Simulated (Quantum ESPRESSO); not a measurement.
# Magnetic state of EuZn from several starts

Wanted: the moments of EuZn and the energy of each order that was tried.

Main program and level: Quantum ESPRESSO 7.5; BLYP; plane waves with SSSP 1.3 efficiency PBE potentials, no spin-orbit coupling.

This is a report of a sequence of runs, with most program output left out.

## 1. The structure

It takes space group Pm-3m (No. 221, cubic). The conventional cell has a = 3.808 Å, b = 3.808 Å, c = 3.808 Å, α = 90.00°, β = 90.00°, γ = 90.00°. Nearest to Eu lie 8 Zn at 3.30 Å. Nearest to Zn lie 8 Eu at 3.30 Å. Farther neighbours are not listed.

The cell comes from the Crystallography Open Database.

## 2. Start 1: ferro +

The signs are those of the starting moments on the seeded atoms, the atoms that are given a moment.

Input file pw.in:

```
&CONTROL
  calculation = 'scf'
  prefix = 'pwscf'
  outdir = './tmp'
  pseudo_dir = './pseudo'
  disk_io = 'nowf'
/
&SYSTEM
  ibrav = 0
  celldm(1) = 8
  nat = 2
  ntyp = 2
  ecutwfc = 50
  ecutrho = 400
  nbnd = 29
  input_dft = 'blyp'
  occupations = 'smearing'
  smearing = 'fd'
  degauss = 0.00734986
  nspin = 2
  starting_magnetization(1) = 0.4118
  starting_magnetization(2) = 0
/
&ELECTRONS
  conv_thr = 4d-09
  electron_maxstep = 150
  mixing_beta = 0.3
/
ATOMIC_SPECIES
Eu    151.9640 Eu.paw.z_17.atompaw.wentzcovitch.v1.2.upf
Zn     65.3800 Zn_pbe_v1.uspp.F.UPF
CELL_PARAMETERS alat
   0.8995096353219    0.0000000000000    0.0000000000000
   0.0000000000000    0.8995096353219    0.0000000000000
   0.0000000000000    0.0000000000000    0.8995096353219
ATOMIC_POSITIONS crystal
Eu      0.0000000000    0.0000000000    0.0000000000
Zn      0.5000000000    0.5000000000    0.5000000000
K_POINTS automatic
8 8 8 0 0 0
```

On the command line:

```console
$ OMP_NUM_THREADS=1 mpirun -n 2 pw.x -nk 2 -in pw.in > pw.out
```

Run time: 2.5 min. Hardware: 2 MPI ranks of Intel Xeon Platinum 8259CL at 2.50GHz (Skylake/Cascade Lake), shared host; peak memory 0.68 GiB.

Spin moment in the atom's sphere by atom:

| atom | spin moment in the atom's sphere (μB) |
| --- | --- |
| Eu1 | 6.76 |
| Zn2 | 0.03 |

Numbers from this step:

* smearing term TS: 0.09603 eV
* magnetization: 6.983 μB
* absolute magnetization: 6.986 μB
* final state: ferromagnetic

## 3. Run 2 (antiferro q=(0,1/2,1/2) +−)

This order needs a doubled cell of 4 atoms. The wavevector q is in fractions of the reciprocal vectors of the crystal's primitive cell, as the cells of these inputs are built from it; moments change sign between cells as cos(2π q·R).

Input file pw.in:

```
&CONTROL
  calculation = 'scf'
  prefix = 'pwscf'
  outdir = './tmp'
  pseudo_dir = './pseudo'
  disk_io = 'nowf'
/
&SYSTEM
  ibrav = 0
  celldm(1) = 8
  nat = 4
  ntyp = 3
  ecutwfc = 50
  ecutrho = 400
  nbnd = 47
  input_dft = 'blyp'
  occupations = 'smearing'
  smearing = 'fd'
  degauss = 0.00734986
  nspin = 2
  starting_magnetization(1) = 0.4118
  starting_magnetization(2) = -0.4118
  starting_magnetization(3) = 0
/
&ELECTRONS
  conv_thr = 8d-09
  electron_maxstep = 150
  mixing_beta = 0.3
/
ATOMIC_SPECIES
Eu1   151.9640 Eu.paw.z_17.atompaw.wentzcovitch.v1.2.upf
Eu2   151.9640 Eu.paw.z_17.atompaw.wentzcovitch.v1.2.upf
Zn     65.3800 Zn_pbe_v1.uspp.F.UPF
CELL_PARAMETERS alat
   0.8995096353219    0.0000000000000    0.0000000000000
   0.0000000000000    1.7990192706437    0.0000000000000
   0.0000000000000    0.8995096353219    0.8995096353219
ATOMIC_POSITIONS crystal
Eu1     0.0000000000    0.0000000000    0.0000000000
Eu2     0.0000000000    0.5000000000    0.0000000000
Zn      0.5000000000    0.0000000000    0.5000000000
Zn      0.5000000000    0.5000000000    0.5000000000
K_POINTS automatic
8 4 8 0 0 0
```

The job ended after 13 min (2 MPI ranks; peak memory 1.4 GiB).

Residual by cycle:

cycle, log10 residual and a bar from the least value:
```
        1        2.0 ###########################
        3        2.5 ##############################
        5        0.9 ####################
        6        0.4 #################
        8        1.4 #######################
       10        1.9 ##########################
       12        0.7 ###################
       14        0.3 ################
       16       -0.2 #############
       17        1.6 ########################
       19       -0.1 ##############
       21       -2.3
```

The run was cut off at its time limit.

After 21 cycles the residual stands at 0.0054.

## 4. Run 3 (antiferro q=(1/2,1/2,1/2) +−)

This order needs a doubled cell of 4 atoms.

Edit pw.in of step 3 so:

```diff
@@ -34,11 +34,11 @@
 CELL_PARAMETERS alat
-   0.8995096353219    0.0000000000000    0.0000000000000
-   0.0000000000000    1.7990192706437    0.0000000000000
-   0.0000000000000    0.8995096353219    0.8995096353219
+   1.7990192706437    0.0000000000000    0.0000000000000
+   0.8995096353219    0.8995096353219    0.0000000000000
+   0.8995096353219    0.0000000000000    0.8995096353219
 ATOMIC_POSITIONS crystal
 Eu1     0.0000000000    0.0000000000    0.0000000000
-Eu2     0.0000000000    0.5000000000    0.0000000000
-Zn      0.5000000000    0.0000000000    0.5000000000
-Zn      0.5000000000    0.5000000000    0.5000000000
+Eu2     0.5000000000    0.0000000000    0.0000000000
+Zn      0.7500000000    0.5000000000    0.5000000000
+Zn      0.2500000000    0.5000000000    0.5000000000
 K_POINTS automatic
-8 4 8 0 0 0
+4 8 8 0 0 0
```

The job ended after 14 min (2 MPI ranks; peak memory 1.3 GiB).

Residual by cycle:

cycle, log10 residual and a bar from the least value:
```
        1        2.0 ##########################
        4        1.7 #########################
        7        2.8 ##############################
       11        0.6 ####################
       14        2.6 #############################
       17        0.7 ####################
       20        1.2 ######################
       23        1.1 ######################
       26       -0.2 ################
       30       -1.1 ############
       33       -2.2 #######
       36       -3.7
```

The run was cut off at its time limit.

After 36 cycles the residual stands at 2.0e-4.

## 5. Start 4: antiferro q=(0,0,1/2) +−

This order needs a doubled cell of 4 atoms.

Edit pw.in of step 4 so:

```diff
@@ -34,11 +34,11 @@
 CELL_PARAMETERS alat
-   1.7990192706437    0.0000000000000    0.0000000000000
-   0.8995096353219    0.8995096353219    0.0000000000000
-   0.8995096353219    0.0000000000000    0.8995096353219
+   0.8995096353219    0.0000000000000    0.0000000000000
+   0.0000000000000    0.8995096353219    0.0000000000000
+   0.0000000000000    0.0000000000000    1.7990192706437
 ATOMIC_POSITIONS crystal
 Eu1     0.0000000000    0.0000000000    0.0000000000
-Eu2     0.5000000000    0.0000000000    0.0000000000
-Zn      0.7500000000    0.5000000000    0.5000000000
-Zn      0.2500000000    0.5000000000    0.5000000000
+Eu2     0.0000000000    0.0000000000    0.5000000000
+Zn      0.5000000000    0.5000000000    0.2500000000
+Zn      0.5000000000    0.5000000000    0.7500000000
 K_POINTS automatic
-4 8 8 0 0 0
+8 8 4 0 0 0
```

Wall time 14 min (2 MPI ranks); peak memory 1.4 GiB; 27 min of CPU time.

Numbers from this step:

```yaml
smearing_term_ts: 0.1846 eV
magnetization: 0 μB
absolute_magnetization: 13.92 μB
final_state: antiferromagnetic
largest_moment: 6.755 μB
```

## 6. Run 5, typed as no spin polarisation

Input file pw.in:

```
&CONTROL
  calculation = 'scf'
  prefix = 'pwscf'
  outdir = './tmp'
  pseudo_dir = './pseudo'
  disk_io = 'nowf'
/
&SYSTEM
  ibrav = 0
  celldm(1) = 8
  nat = 2
  ntyp = 2
  ecutwfc = 50
  ecutrho = 400
  nbnd = 26
  input_dft = 'blyp'
  occupations = 'smearing'
  smearing = 'fd'
  degauss = 0.00734986
/
&ELECTRONS
  conv_thr = 4d-09
  electron_maxstep = 150
  mixing_beta = 0.3
/
ATOMIC_SPECIES
Eu    151.9640 Eu.paw.z_17.atompaw.wentzcovitch.v1.2.upf
Zn     65.3800 Zn_pbe_v1.uspp.F.UPF
CELL_PARAMETERS alat
   0.8995096353219    0.0000000000000    0.0000000000000
   0.0000000000000    0.8995096353219    0.0000000000000
   0.0000000000000    0.0000000000000    0.8995096353219
ATOMIC_POSITIONS crystal
Eu      0.0000000000    0.0000000000    0.0000000000
Zn      0.5000000000    0.5000000000    0.5000000000
K_POINTS automatic
8 8 8 0 0 0
```

Elapsed: 2 min, on 2 MPI ranks; peak memory 0.64 GiB.

This step gave:

* smearing term TS: 0.8529 eV
* final state: non-magnetic (no spin polarisation)

## 7. What a mistake does

As a test, an input with a fault in it is run.

Input file pw.in:

```
&CONTROL
  calculation = 'scf'
  prefix = 'pwscf'
  outdir = './tmp'
  pseudo_dir = './pseudo'
  disk_io = 'nowf'
/
&SYSTEM
  ibrav = 0
  nat = 2
  ntyp = 2
  ecutwfc = 50
  ecutrho = 400
  nbnd = 29
  input_dft = 'blyp'
  occupations = 'smearing'
  smearing = 'fd'
  degauss = 0.00734986
  nspin = 2
  starting_magnetization(1) = 0.4118
  starting_magnetization(2) = 0
/
&ELECTRONS
  conv_thr = 4d-09
  electron_maxstep = 6
  mixing_beta = 0.3
/
ATOMIC_SPECIES
Eu    151.9640 Eu.paw.z_17.atompaw.wentzcovitch.v1.2.upf
Zn     65.3800 Zn_pbe_v1.uspp.F.UPF
CELL_PARAMETERS angstrom
   3.8080000000    0.0000000000    0.0000000000
   0.0000000000    3.8080000000    0.0000000000
   0.0000000000    0.0000000000    3.8080000000
ATOMIC_POSITIONS crystal
Eu      0.0000000000    0.0000000000    0.0000000000
Zn      0.5000000000    0.5000000000    0.5000000000
K_POINTS automatic
8 8 8 0 0 0
```

Wall time 68 s (2 MPI ranks); peak memory 0.67 GiB.

Residual by cycle:

cycle, log10 residual and a bar from the least value:
```
        1        1.6 #####################
        2        2.5 ##############################
        3        0.3 ##########
        4        0.4 ##########
        5        1.1 #################
        6       -0.7
```

After 6 cycles the residual stands at 0.19. The cap of 6 cycles in the input ended the loop.

The fault put into the input: too few SCF iterations.

## 8. Energies of the orders

An order is kept where moments of 0.15 μB or more survive with the typed signs; meshes match where a doubled cell samples the same k points as the first cell.

Orders:

| start | final state | typed order kept | energy over the lowest (meV a seeded atom) | largest site moment (μB) | net moment (μB a cell of the first run) | mesh matched | CPU time (s) |
| --- | --- | --- | --- | --- | --- | --- | --- |
| ferro + | ferromagnetic | yes | 4.527 | 6.756 | 6.983 | yes | 303 |
| antiferro q=(0,0,1/2) +- | antiferromagnetic | yes | 0 | 6.755 | 0 | yes | 1628 |
| no spin polarisation | non-magnetic | - | 6477 | 0 | 0 | yes | 234.7 |

## 9. Results

| Property | Result |
| --- | --- |
| lowest state found | antiferromagnetic (from antiferro q=(0,0,1/2) +-) |
| largest site moment | 6.75 μB |
| next state with moments | ferromagnetic, 4.53 meV a seeded atom higher |
| state without moments | 6477 meV a seeded atom higher |

What this shows: Forming the moments gains more than four times the spread of the orders, as local moments do. The smearing terms TS of the orders run from 92 to 96 meV a seeded atom, so the differences would change at a smaller width: an order with a larger TS is lowered more by the smearing. This is the lowest of 3 collinear or spinless starts, no proof of the ground state. 2 further starts did not converge. The 4f shell is half filled, so the spin-only picture is fair. Without a U the 4f states are treated as itinerant, which they seldom are. The pseudopotentials were made with another functional, an inconsistency that can move energies. Energies are free energies at an electronic temperature of 1160 K, which lowers moments and differences where the moments are itinerant.

[Logs and program files are shortened in this print: banners, set-up blocks, solver, clock and traceback lines can be left out without a mark of their own.]

[Logs are printed without paths, hosts, clocks, repeated set-up lines and the standing remarks that a program may print on its own settings, such as how far it seeks lower states.]

[Hosts, paths, dates, database ids (printed as entryN), source tags and the programs' standing remarks are cut or masked in the printed files.]

[Where a cell is said to come from a database of computed structures, the database is the Materials Project.]
